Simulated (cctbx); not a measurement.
# Accept or mend?

Cell a = 11.0200 Å, b = 11.0200 Å, c = 5.4840 Å, α = 90.00°, β = 90.00°, γ = 90.00°; space group I4/mcm (no. 140). The compound is Zr4CrSn3.

The data are simulated with cctbx, not measured: Ga Kα, λ = 1.3414 Å, to d = 0.8 Å, 50 % of the full sphere, strongest reflection 20000 counts, noise from counting, a 1.5 % proportional error and a noise floor of 4 counts (s.d.); no absorption.

An anisotropic refinement with weights 1/σ² prints:

```text
Rint 0.021, 207 unique reflections to 0.80 A
cycle     R1     wR2    GooF  max shift (A)
   1  0.5673  0.8508  49.910   0.01322
   3  0.5264  0.7947  46.621   0.00015
final R1 0.5264 wR2 0.7947 GooF 46.621  parameters 12  data/parameter 17.2
atom        x        y        z      Ueq    occ   su(xyz)  su(Uiso or U11)
Sn1    0.16521  0.33479  0.00000  -0.0042  1.000  0.00135  0.0062  NPD
Zr1    0.26349  0.42497  0.50000  -0.0035  1.000  0.00200  0.0094  NPD
Cr1    0.00000  0.50000  0.75000   0.0064  1.000  0.00000  0.0327  NPD
difference map: max 269.66 min -32.99 rms 14.00
Q1    0.0000  0.0000  0.2500    4  280.15  3.06 A from Zr1
Q2    0.1662  0.3338  0.0000    8  137.10  0.02 A from Sn1
Q3    0.0768  0.2383  0.5000   16  106.47  0.03 A from Zr1
Q4    0.0000  0.5000  0.2500    4   91.64  0.00 A from Cr1
Q5    0.0973  0.0973  0.2500   16   31.61  2.07 A from Zr1
Q6    0.0863  0.1065  0.5000   16   19.77  1.44 A from Zr1
```

Q: Accept it or mend it, and why?

Mend it. The fault: an atom left out, Sn at (0, 0, 3/4). Against the right model at the same level, R1 goes from 0.0080 to 0.5264 and GooF from 1.01 to 46.62, the top difference peak, 280.1 e/Å³, lies 3.06 Å from Zr1 and Sn1, Zr1 and Cr1 go non-positive-definite. Q1 is the missing atom. With scattering power missing, scale and phases suffer, so peaks may also grow on the heavy atoms.

The compound is Zr4CrSn3. The right model at the same level gives:

```text
Rint 0.021, 207 unique reflections to 0.80 A
cycle     R1     wR2    GooF  max shift (A)
   1  0.0079  0.0173   1.018   0.00009
   2  0.0080  0.0171   1.011   0.00000
final R1 0.0080 wR2 0.0171 GooF 1.011  parameters 14  data/parameter 14.8
atom        x        y        z      Ueq    occ   su(xyz)  su(Uiso or U11)
Sn1    0.16589  0.33411  0.00000   0.0122  1.000  0.00002  0.0001
Sn2    0.00000  0.00000  0.75000   0.0125  1.000  0.00000  0.0001
Zr1    0.26207  0.42474  0.50000   0.0157  1.000  0.00003  0.0002
Cr1    0.00000  0.50000  0.75000   0.0167  1.000  0.00000  0.0003
difference map: max 0.53 min -0.54 rms 0.12
Q1    0.0683  0.4317  0.0000    8    0.53  1.52 A from Sn1
Q2    0.0043  0.3347  0.0000   16    0.49  1.38 A from Zr1
Q3    0.2273  0.2727  0.1253   16    0.38  1.18 A from Sn1
Q4    0.0589  0.2077  0.0000   16    0.36  1.52 A from Zr1
Q5    0.1296  0.2054  0.1313   32    0.36  1.64 A from Sn1
Q6    0.0000  0.3552  0.2500   16    0.35  1.60 A from Cr1
```

The model is made up (kin elements in a known structure type, no relaxation), so it says nothing on whether the phase exists.

[Middle refinement cycles are left out of these outputs.]

[Logs are printed without paths, hosts, clocks, repeated set-up lines and the standing remarks that a program may print on its own settings, such as how far it seeks lower states.]
